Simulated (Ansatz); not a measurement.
# K on Hf(0001): change of the work function

Wanted: Δφ(θ) for K/Hf(0001), starting from the fcc site.

Main program and level: Ansatz 0.2.0; plane-wave DFT, PBE, Ansatz PAW.

### 1. The structure

The cell holds 4 atoms: 4 Hf. Cell: a = 3.200 Å, b = 3.200 Å, c = 25.594 Å, α = 90.0°, β = 90.0°, γ = 60.0°. Vacuum lies along c.

### 2. The clean slab

The bare slab comes first, as the zero from which every change is counted. The two lowest layers are held at bulk places and the upper ones relax. The dipole correction removes the false field that a one-sided slab makes across the periodic vacuum, so each face gets a flat vacuum level of its own.

input.yaml

```yaml
crystal:
  lattice:
    - [3.2, 0.0, 0.0]
    - [1.6, 2.7712812921, 0.0]
    - [0.0, 0.0, 25.5936]
  atoms:
    - { symbol: Hf, position: [0.6666666667, 0.6666666667, 0.3516504126] }
    - { symbol: Hf, position: [0.0, 0.0, 0.4505501375] }
    - { symbol: Hf, position: [0.6666666667, 0.6666666667, 0.5494498625] }
    - { symbol: Hf, position: [0.0, 0.0, 0.6483495874] }
kpoints:
  mp_grid: { grid: [12, 12, 1] }
hamiltonian:
  xc: pbe
scf:
  occupations: { method: fermi_dirac, width: 0.1 }
  convergence: { dr2_threshold: 1.0e-08 }
efield:
  axis: 3
  dipole_correction: true
  ramp_position: 0.97
  ramp_width: 0.06
relax:
  f_tol: 0.02
  max_steps: 60
  constraints: [{ sites: [0, 1] }]
output:
  write_potential: true
  write_density: true
  volumetric_format: npy
```

Launch:

```bash
$ ansatz run input.yaml --threads 4 --pin off --max-ram 16384MiB --backend cpu --events-out ev --progress --plain --runs-dir out
```

The program printed:

```text
Engine: ansatz 0.2.0, aarch64-unknown-linux-gnu
Pseudopotentials: kind: paw
Pseudopotential: Hf, paw, valence charge 26, recommended cutoff 420 eV (normal), Hf.paw.azcp
Functional definition: PBE
  parameter kappa = 0.804
  parameter beta = 0.066725
  exchange = pbe_x(kappa = kappa, mu = beta*pi^2/3)
  correlation = pbe_c(beta = beta)
Crystal: 4 atoms, lattice volume = 226.967 Å³
Basis set: ecut = 420 eV, 4501 PW (Γ), exchange–correlation on 48×48×360 points (8 copies of the dense FFT grid, shifted against one another)
Bands: 63, of which v1, the nominal top of the filled ones, is band 52 counted from 1 (51 counted from 0)
Symmetry: 6 space group operations
k-points: 19 of 144 (time reversal used)
Non-local potential: Hf, projectors of the file, l = 0: 3, l = 1: 2, l = 2: 2, l = 3: 3
PAW form: soft (Blöchl's): semilocal exchange-correlation on the pseudo side does not see the compensation charge
PAW one-centre angular grid: Hf, 590 points (default); XC on 64 Gauss nodes
Initial density: superposition of atomic densities (neutral atoms: chi_scale 0, normalization atom), corrected by the library's trained network
Initial wavefunctions: pseudopotential atomic-orbital guess
Functional: x = pbe(κ = 0.804, μ = 0.219515), c = pbe(β = 0.066725)
SCF iter   1: F=—  HF=-62883.574226 eV  |F-HF|=—  |Δ(HF+E_count)|=         —  Δρ=6.91e-3  dr2=2.48e0  ethr=1.77e-3  p=0.000 e·Å  D=2.71e-14 V/Å  ΔV_dip=-0.00 eV  dr2_dipole=5.24e-7  V_vac-E_F(+/−)=4.47/4.47 eV  ⟨swp⟩=5.7  Hψ=3956  notcnv=0
efield: sawtooth ramp at fractional position 0.9700 (set: `efield.ramp_position`, or a place that a band, a saddle search or an elastic batch's reference lends), width 0.0600; the density the first Hamiltonian is built on has a dipole p = 0.000 e·Å; the dipole correction subtracts the counter field D = 2.71e-14 V/Å, which shifts the + side's vacuum level by -0.00 eV against the − side's; the planar-averaged density in the ramp window peaks in size at 2.6e-5 e/Å³
preconditioner: auto → LDOS  [metal: Δε(μ)=0.011 eV  Ē_g=17.068 eV  σ=0.100 eV  W_gap=0.03  n_scr=60 (ndim 8)  ℏωp=24.1 eV  f_vac=0.553  D(μ)=6.26/eV (n_scr^D=18)  β→1.0]
SCF iter   2: F=—  HF=-62883.510512 eV  |F-HF|=—  |Δ(HF+E_count)|=   6.37e-2  Δρ=2.12e-3  dr2=5.30e-2  ethr=1.77e-3  p=-0.000 e·Å  D=-3.82e-6 V/Å  ΔV_dip=0.00 eV  dr2_dipole=6.74e-7  V_vac-E_F(+/−)=4.35/4.35 eV  ⟨swp⟩=2.1  Hψ=1531  notcnv=0  defer=7
SCF iter   3: F=—  HF=-62883.507732 eV  |F-HF|=—  |Δ(HF+E_count)|=   2.78e-3  Δρ=1.29e-3  dr2=1.82e-2  ethr=5.10e-5  p=0.000 e·Å  D=2.75e-6 V/Å  ΔV_dip=-0.00 eV  dr2_dipole=1.17e-7  V_vac-E_F(+/−)=4.38/4.38 eV  ⟨swp⟩=2.0  Hψ=2304  notcnv=0  defer=7
SCF iter   4: F=—  HF=-62883.506374 eV  |F-HF|=—  |Δ(HF+E_count)|=   1.36e-3  Δρ=3.13e-4  dr2=1.35e-3  ethr=1.75e-5  p=0.000 e·Å  D=1.63e-6 V/Å  ΔV_dip=-0.00 eV  dr2_dipole=2.59e-8  V_vac-E_F(+/−)=4.37/4.37 eV  ⟨swp⟩=1.8  Hψ=1505  notcnv=0  defer=7
SCF iter   5: F=—  HF=-62883.506585 eV  |F-HF|=—  |Δ(HF+E_count)|=   2.11e-4  Δρ=1.18e-4  dr2=3.29e-5  ethr=1.30e-6  p=0.000 e·Å  D=8.47e-7 V/Å  ΔV_dip=-0.00 eV  dr2_dipole=1.09e-8  V_vac-E_F(+/−)=4.36/4.36 eV  ⟨swp⟩=1.8  Hψ=1734  notcnv=0  defer=7
SCF iter   6: F=—  HF=-62883.506637 eV  |F-HF|=—  |Δ(HF+E_count)|=   5.19e-5  Δρ=4.63e-5  dr2=7.25e-6  ethr=3.16e-8  p=0.000 e·Å  D=5.79e-7 V/Å  ΔV_dip=-0.00 eV  dr2_dipole=1.52e-8  V_vac-E_F(+/−)=4.36/4.36 eV  ⟨swp⟩=2.2  Hψ=2138  notcnv=0  defer=7
SCF iter   7: F=—  HF=-62883.506507 eV  |F-HF|=—  |Δ(HF+E_count)|=   1.30e-4  Δρ=1.59e-5  dr2=7.02e-7  ethr=6.97e-9  p=0.000 e·Å  D=3.08e-7 V/Å  ΔV_dip=-0.00 eV  dr2_dipole=4.33e-9  V_vac-E_F(+/−)=4.36/4.36 eV  ⟨swp⟩=2.1  Hψ=2094  notcnv=0  defer=7
SCF iter   8: F=—  HF=-62883.506508 eV  |F-HF|=—  |Δ(HF+E_count)|=   1.20e-6  Δρ=6.71e-6  dr2=1.23e-7  ethr=6.75e-10  p=0.000 e·Å  D=2.18e-7 V/Å  ΔV_dip=-0.00 eV  dr2_dipole=8.53e-10  V_vac-E_F(+/−)=4.36/4.36 eV  ⟨swp⟩=2.1  Hψ=2101  notcnv=0  defer=7
SCF iter   9: F=—  HF=-62883.506508 eV  |F-HF|=—  |Δ(HF+E_count)|=   2.68e-7  Δρ=2.35e-6  dr2=1.92e-8  ethr=1.18e-10  p=0.000 e·Å  D=1.16e-7 V/Å  ΔV_dip=-0.00 eV  dr2_dipole=6.93e-14  V_vac-E_F(+/−)=4.36/4.36 eV  ⟨swp⟩=2.1  Hψ=2128  notcnv=0  defer=7
SCF iter  10: F=-62883.506508 eV  HF=-62883.506508 eV  |F-HF|=1.14e-8  |Δ(HF+E_count)|=   5.79e-8  Δρ=9.35e-7  dr2=3.60e-9  ethr=9.62e-12  p=0.000 e·Å  D=6.53e-8 V/Å  ΔV_dip=-0.00 eV  dr2_dipole=3.71e-14  V_vac-E_F(+/−)=4.36/4.36 eV  ⟨swp⟩=9.3  Hψ=8899  notcnv=0
SCF 1 converged in 10 iterations: F = -62883.506508 eV  dr2 = 3.60e-9
  greatest PAW one-centre occupation: 0.999 electrons in one spin orbital (limit 2), on the Hf atom at site 0 (counted from 0), in its partial waves of l = 0
relax step   1: F+E_penalty+E_count = -62883.50650814 eV  Δ(F+E_penalty+E_count) = +0.000e0 eV  max|allowed force component| = 8.192e-1 eV/Å  Δτ_max = 0.0000 Å  (10 SCF iters, accepted)
Initial density: handed on by an earlier stage of this run
Initial wavefunctions: those handed on with the density
SCF iter   1: F=—  HF=-62883.670937 eV  |F-HF|=—  |Δ(HF+E_count)|=         —  Δρ=9.48e-3  dr2=3.84e0  ethr=3.10e-3  p=0.000 e·Å  D=6.60e-8 V/Å  ΔV_dip=-0.00 eV  dr2_dipole=9.17e-1  V_vac-E_F(+/−)=4.38/4.38 eV  ⟨swp⟩=4.2  Hψ=2490  notcnv=0  defer=4
efield: sawtooth ramp at fractional position 0.9700 (set: `efield.ramp_position`, or a place that a band, a saddle search or an elastic batch's reference lends), width 0.0600; the density the first Hamiltonian is built on has a dipole p = 0.000 e·Å; the dipole correction subtracts the counter field D = 6.60e-8 V/Å, which shifts the + side's vacuum level by -0.00 eV against the − side's; the planar-averaged density in the ramp window peaks in size at 1.4e-7 e/Å³
preconditioner: auto → LDOS  [metal: Δε(μ)=0.008 eV  Ē_g=17.092 eV  σ=0.100 eV  W_gap=0.02  n_scr=60 (ndim 8)  ℏωp=24.1 eV  f_vac=0.557  D(μ)=5.33/eV (n_scr^D=16)  β→1.0]
SCF iter   2: F=—  HF=-62883.538296 eV  |F-HF|=—  |Δ(HF+E_count)|=   1.33e-1  Δρ=5.98e-3  dr2=4.50e-1  ethr=3.10e-3  p=0.009 e·Å  D=7.20e-3 V/Å  ΔV_dip=-0.18 eV  dr2_dipole=3.63e-2  V_vac-E_F(+/−)=4.18/4.36 eV  ⟨swp⟩=2.5  Hψ=1712  notcnv=0  defer=10
SCF iter   3: F=—  HF=-62883.508561 eV  |F-HF|=—  |Δ(HF+E_count)|=   2.97e-2  Δρ=2.78e-3  dr2=4.73e-2  ethr=4.33e-4  p=0.006 e·Å  D=4.46e-3 V/Å  ΔV_dip=-0.11 eV  dr2_dipole=3.42e-5  V_vac-E_F(+/−)=4.27/4.38 eV  ⟨swp⟩=3.0  Hψ=2355  notcnv=0  defer=10
[...]
SCF iter   7: F=—  HF=-62883.565817 eV  |F-HF|=—  |Δ(HF+E_count)|=   2.18e-6  Δρ=1.74e-5  dr2=7.22e-7  ethr=1.52e-8  p=0.002 e·Å  D=1.44e-3 V/Å  ΔV_dip=-0.04 eV  dr2_dipole=8.37e-8  V_vac-E_F(+/−)=4.34/4.38 eV  ⟨swp⟩=2.1  Hψ=2209  notcnv=0  defer=8
SCF iter   8: F=—  HF=-62883.565680 eV  |F-HF|=—  |Δ(HF+E_count)|=   1.37e-4  Δρ=6.75e-6  dr2=4.18e-7  ethr=6.94e-10  p=0.002 e·Å  D=1.36e-3 V/Å  ΔV_dip=-0.03 eV  dr2_dipole=1.31e-7  V_vac-E_F(+/−)=4.34/4.38 eV  ⟨swp⟩=2.2  Hψ=2159  notcnv=0  defer=8
SCF iter   9: F=—  HF=-62883.565680 eV  |F-HF|=—  |Δ(HF+E_count)|=   1.20e-7  Δρ=2.37e-6  dr2=6.97e-8  ethr=4.02e-10  p=0.002 e·Å  D=1.34e-3 V/Å  ΔV_dip=-0.03 eV  dr2_dipole=2.16e-8  V_vac-E_F(+/−)=4.34/4.38 eV  ⟨swp⟩=2.3  Hψ=1598  notcnv=0  defer=8
SCF iter  10: F=—  HF=-62883.565680 eV  |F-HF|=—  |Δ(HF+E_count)|=   2.58e-8  Δρ=9.36e-7  dr2=2.09e-8  ethr=6.70e-11  p=0.002 e·Å  D=1.33e-3 V/Å  ΔV_dip=-0.03 eV  dr2_dipole=7.64e-9  V_vac-E_F(+/−)=4.34/4.38 eV  ⟨swp⟩=2.1  Hψ=1661  notcnv=0  defer=8
SCF iter  11: F=-62883.565680 eV  HF=-62883.565680 eV  |F-HF|=6.62e-10  |Δ(HF+E_count)|=   3.39e-9  Δρ=3.51e-7  dr2=1.45e-9  ethr=9.62e-12  p=0.002 e·Å  D=1.32e-3 V/Å  ΔV_dip=-0.03 eV  dr2_dipole=2.40e-10  V_vac-E_F(+/−)=4.34/4.38 eV  ⟨swp⟩=9.8  Hψ=9095  notcnv=0
SCF 3 converged in 11 iterations: F = -62883.565680 eV  dr2 = 1.45e-9
relax step   3: F+E_penalty+E_count = -62883.56567999 eV  Δ(F+E_penalty+E_count) = -5.917e-2 eV  max|allowed force component| = 1.717e-1 eV/Å  Δτ_max = 0.0893 Å  (11 SCF iters, accepted)
[...]
relax step   4: F+E_penalty+E_count = -62883.56763627 eV  Δ(F+E_penalty+E_count) = -1.956e-3 eV  max|allowed force component| = 4.706e-2 eV/Å  Δτ_max = 0.0184 Å  (8 SCF iters, accepted)
SCF iter   1: F=—  HF=-62883.568121 eV  |F-HF|=—  |Δ(HF+E_count)|=         —  Δρ=3.45e-4  dr2=2.61e-3  ethr=5.67e-5  p=0.003 e·Å  D=2.04e-3 V/Å  ΔV_dip=-0.05 eV  dr2_dipole=3.65e-5  V_vac-E_F(+/−)=4.33/4.38 eV  ⟨swp⟩=2.0  Hψ=1658  notcnv=0  defer=9
efield: sawtooth ramp at fractional position 0.9700 (set: `efield.ramp_position`, or a place that a band, a saddle search or an elastic batch's reference lends), width 0.0600; the density the first Hamiltonian is built on has a dipole p = 0.003 e·Å; the dipole correction subtracts the counter field D = 2.04e-3 V/Å, which shifts the + side's vacuum level by -0.05 eV against the − side's; the planar-averaged density in the ramp window peaks in size at 1.6e-7 e/Å³
preconditioner: auto → LDOS  [metal: Δε(μ)=0.009 eV  Ē_g=17.042 eV  σ=0.100 eV  W_gap=0.02  n_scr=60 (ndim 8)  ℏωp=24.1 eV  f_vac=0.554  D(μ)=6.18/eV (n_scr^D=18)  β→1.0]
SCF iter   2: F=—  HF=-62883.567979 eV  |F-HF|=—  |Δ(HF+E_count)|=   1.42e-4  Δρ=1.79e-4  dr2=3.66e-4  ethr=2.51e-6  p=0.002 e·Å  D=1.74e-3 V/Å  ΔV_dip=-0.04 eV  dr2_dipole=1.22e-5  V_vac-E_F(+/−)=4.34/4.38 eV  ⟨swp⟩=2.0  Hψ=1515  notcnv=0  defer=9
SCF iter   3: F=—  HF=-62883.567967 eV  |F-HF|=—  |Δ(HF+E_count)|=   1.25e-5  Δρ=8.58e-5  dr2=3.95e-5  ethr=3.52e-7  p=0.002 e·Å  D=1.86e-3 V/Å  ΔV_dip=-0.05 eV  dr2_dipole=3.65e-8  V_vac-E_F(+/−)=4.33/4.38 eV  ⟨swp⟩=2.0  Hψ=2093  notcnv=0  defer=9
SCF iter   4: F=—  HF=-62883.567971 eV  |F-HF|=—  |Δ(HF+E_count)|=   4.31e-6  Δρ=2.41e-5  dr2=7.73e-6  ethr=3.79e-8  p=0.002 e·Å  D=1.84e-3 V/Å  ΔV_dip=-0.05 eV  dr2_dipole=2.66e-6  V_vac-E_F(+/−)=4.33/4.38 eV  ⟨swp⟩=2.0  Hψ=2095  notcnv=0  defer=9
SCF iter   5: F=—  HF=-62883.567835 eV  |F-HF|=—  |Δ(HF+E_count)|=   1.36e-4  Δρ=9.27e-6  dr2=2.80e-7  ethr=7.43e-9  p=0.002 e·Å  D=1.84e-3 V/Å  ΔV_dip=-0.05 eV  dr2_dipole=1.37e-9  V_vac-E_F(+/−)=4.33/4.38 eV  ⟨swp⟩=2.0  Hψ=1657  notcnv=0  defer=9
SCF iter   6: F=—  HF=-62883.567835 eV  |F-HF|=—  |Δ(HF+E_count)|=   7.87e-8  Δρ=3.23e-6  dr2=5.28e-8  ethr=2.69e-10  p=0.002 e·Å  D=1.85e-3 V/Å  ΔV_dip=-0.05 eV  dr2_dipole=4.35e-9  V_vac-E_F(+/−)=4.33/4.38 eV  ⟨swp⟩=2.0  Hψ=2116  notcnv=0  defer=9
SCF iter   7: F=—  HF=-62883.567835 eV  |F-HF|=—  |Δ(HF+E_count)|=   3.57e-8  Δρ=1.30e-6  dr2=1.03e-8  ethr=9.62e-12  p=0.002 e·Å  D=1.86e-3 V/Å  ΔV_dip=-0.05 eV  dr2_dipole=3.94e-10  V_vac-E_F(+/−)=4.33/4.38 eV  ⟨swp⟩=10.3  Hψ=9635  notcnv=0
SCF iter   8: F=-62883.567835 eV  HF=-62883.567835 eV  |F-HF|=5.09e-11  |Δ(HF+E_count)|=   6.89e-9  Δρ=5.25e-7  dr2=1.69e-9  ethr=9.62e-12  p=0.002 e·Å  D=1.86e-3 V/Å  ΔV_dip=-0.05 eV  dr2_dipole=5.32e-10  V_vac-E_F(+/−)=4.33/4.38 eV  ⟨swp⟩=9.7  Hψ=8498  notcnv=0
SCF 5 converged in 8 iterations: F = -62883.567835 eV  dr2 = 1.69e-9
relax step   5: F+E_penalty+E_count = -62883.56783470 eV  Δ(F+E_penalty+E_count) = -1.984e-4 eV  max|allowed force component| = 1.704e-3 eV/Å  Δτ_max = 0.0094 Å  (8 SCF iters, accepted)
NSCF: frozen V_eff on 19 k-points
the band table was solved once a step of the walk had ended and its energy, with any forces and stress, was formed, with the checks that follow a solve (5245 applications of the Hamiltonian). They found nothing against the state; the energy, forces and stress were not computed again (output.eigenvalues in the input reference)
WARN: The output density's exchange-correlation potential varies sharply where the density is thin. Do not read a vacuum level from v_tot or v_xc, or from such a field of the output density. On a cell that repeats whose density bears no net charge and no dipole along the vacuum's axis use v_es (v_loc + v_h of the components); under efield.dipole_correction with no amplitude use v_es + v_field, which holds any externa [...]
SCF converged after 8 iterations
Free energy (F): -62883.567835 eV
Harris-Foulkes:  -62883.567835 eV  (|F-HF|=5.09e-11)
Internal energy: -62883.372085 eV  (E = F + TS)
E sigma→0 (E₀):  -62883.469960 eV
Entropy (-TS):   -0.195750 eV (-48.937 meV/atom)
Fermi energy:    5.322127 eV
Dipole field:    D = 0.001891 V/Å  (p = 0.002372 e·Å, saw-weighted, corrected)
Work function:   Φ+ = 4.3323 eV   Φ− = 4.3807 eV
Levels:          The Fermi level and band energies are counted from a zero that moves with the ramp; work functions are not
--- Per-component energies (eV) ---
  E_band       = -1375.554868
  E_kinetic    = 1692.852933
  E_local      = -198039.683772  (includes V_loc(G=0)·N_el)
  E_nonlocal   = -4977.793772
  E_hartree    = 97660.541322
  E_xc         = -1197.750381
  E_vxc        = -1061.044369  (∫ρ·V_xc dr)
  E_paw        = -27710.418735  (= ΣΔE_a)
  E_vpaw       = 5689.037659  (= ΣTr[D̂ρ^β])
  E_aug_tail   = -0.000005  (compensation charges beyond the density's cutoff)
  E_efield     = 0.000002  (sawtooth field / dipole correction)
  E_vefield    = -0.003193  (∫n·V_field dr)
  E_ewald      = 69688.880323
  E_smearing   = -0.195750  (= −TS)
  E_closure    = -0.000000  (closes the sum)
  Σ components = -62883.567835   (vs F -62883.567835, Δ=0.00e0)
--- Forces (eV/Å), atoms counted from 1 ---
  atom   1  Hf    -0.00000000     0.00000000     0.66028476
  atom   2  Hf     0.00000000    -0.00000000    -0.65727949
  atom   3  Hf    -0.00000000     0.00000000    -0.00130238
  atom   4  Hf     0.00000000    -0.00000000    -0.00170409
  max |Σ_I F_I| component: 1.19e-6 eV/Å
--- Band table (eV; the first three rows and the last of 19) ---
  k-point 0: bands = [... 48 lower, 5.0697, 5.3423, 5.7534, 6.0479, 6.3967, 6.3967, 6.4979, 6.4979, ... 7 higher]
  k-point 1: bands = [... 48 lower, 4.9871, 5.2870, 5.5948, 5.9285, 6.2135, 6.2357, 6.5548, 6.5574, ... 7 higher]
  k-point 2: bands = [... 48 lower, 4.6880, 4.9972, 5.1933, 5.5914, 5.7265, 5.9912, 6.3752, 6.6642, ... 7 higher]
  k-point 18: bands = [... 48 lower, 4.0352, 4.2042, 4.2896, 5.2805, 5.3081, 5.4817, 5.5196, 5.7372, ... 7 higher]
--- Relaxed structure (5 steps of the walk, 4 accepted, 0 SCFs on fresh bases) ---
  F+E_penalty+E_count = -62883.56783470 eV   max|allowed force component| = 1.704e-3 eV/Å
  atoms:
    - { symbol: Hf, position: [0.666667, 0.666667, 0.3516504126] }
    - { symbol: Hf, position: [0.0, 0.0, 0.4505501375] }
    - { symbol: Hf, position: [0.666667, 0.666667, 0.553686] }
    - { symbol: Hf, position: [0, 0, 0.646654] }
```

Elapsed: 33 s, on 4 threads of Arm Neoverse V1, shared host; peak memory 0.71 GiB; 2.1 min of CPU time.

The column dr2 measures how far the density is from self-consistency, as an energy; F and HF (Harris–Foulkes) agree once it is small.

Relaxation path:

| step | energy less that of the first step (eV) | largest force component (eV/Å) |
| --- | --- | --- |
| 1 | 0.0000 | 0.8192 |
| 2 | 0.0064 | 1.1135 |
| 3 | -0.0592 | 0.1717 |
| 4 | -0.0611 | 0.0471 |
| 5 | -0.0613 | 0.0017 |

Relaxation step 2 was tried and not accepted.

The run keeps the 6 symmetry operations that the program found, so distortions that break them were not tested.

The atoms that moved most (Å):

| atom | dx | dy | dz | length |
| --- | --- | --- | --- | --- |
| Hf3 | 0.000 | 0.000 | 0.108 | 0.108 |
| Hf4 | 0.000 | 0.000 | -0.043 | 0.043 |

The relaxed structure:

```cif
data_structure
_symmetry_space_group_name_H-M 'P 1'
_symmetry_Int_Tables_number 1
_cell_length_a 3.2000
_cell_length_b 3.2000
_cell_length_c 25.5936
_cell_angle_alpha 90.000
_cell_angle_beta 90.000
_cell_angle_gamma 60.000
_cell_volume 226.97
loop_
_atom_site_label
_atom_site_type_symbol
_atom_site_fract_x
_atom_site_fract_y
_atom_site_fract_z
_atom_site_occupancy
Hf1 Hf 0.66667 0.66667 0.35165 1
Hf2 Hf 0.00000 0.00000 0.45055 1
Hf3 Hf 0.66667 0.66667 0.55369 1
Hf4 Hf 0.00000 0.00000 0.64665 1
```

This step gave:

| Item | Value |
| --- | --- |
| energy at zero smearing | -62883.4700 eV |
| work function, upper face | 4.332 eV |
| work function, lower face | 4.381 eV |
| dipole along the normal | 0.002372 e·Å |
| step between the vacuum levels | -0.04841 eV |

Running mean over 2.5312 Å of the planar mean; the ramp of the sawtooth is left out. Table of electron's electrostatic potential energy less the Fermi level by z:

z (Å), electron's electrostatic potential energy less the Fermi level (eV) and a bar from the least value:
```
      3.0       4.38 ##############################
      3.5       4.38 ##############################
      4.0       4.38 ##############################
      4.5       4.37 ##############################
      5.0       4.35 ##############################
      5.5       4.30 ##############################
      6.0       4.13 #############################
      6.5       3.64 ############################
      7.0       2.31 #########################
      7.5      -0.57 ##################
      8.0      -4.04 ##########
      8.5      -6.61 ####
      9.0      -7.41 ##
      9.5      -7.41 ##
     10.0      -7.30 ##
     10.5      -7.25 ##
     11.0      -7.26 ##
     11.5      -7.25 ##
     12.0      -7.07 ###
     12.5      -6.75 ###
     13.0      -6.68 ####
     13.5      -6.90 ###
     14.0      -7.23 ##
     14.5      -7.58 #
     15.0      -8.07 
     15.5      -8.20 
     16.0      -7.96 #
     16.5      -7.55 ##
     17.0      -6.75 ###
     17.5      -4.37 #########
     18.0      -0.94 #################
     18.5       2.06 ########################
     19.0       3.51 ############################
     19.5       4.05 #############################
     20.0       4.24 ##############################
     20.5       4.30 ##############################
     21.0       4.32 ##############################
     21.5       4.33 ##############################
     22.0       4.33 ##############################
     22.5       4.33 ##############################
```

The relaxation took 5 steps and lowered the energy by 0.061 eV; the largest force on the free atoms ends at 0.0017 eV/Å.

The work function of the upper face is 4.33 eV.

(Continued in part 2 of 3.)

[Long decimals in the printed logs are rounded to 6 places.]

[Logs are printed without paths, hosts, clocks, repeated set-up lines and the standing remarks that a program may print on its own settings, such as how far it seeks lower states.]

[Hosts, paths, dates, database ids (printed as entryN), source tags and the programs' standing remarks are cut or masked in the printed files.]

[Maps of the electrostatic potential energy from Ansatz leave out the sawtooth potential of an applied field or a dipole correction, so their vacuum need not be flat; planar profiles and work functions include it.]
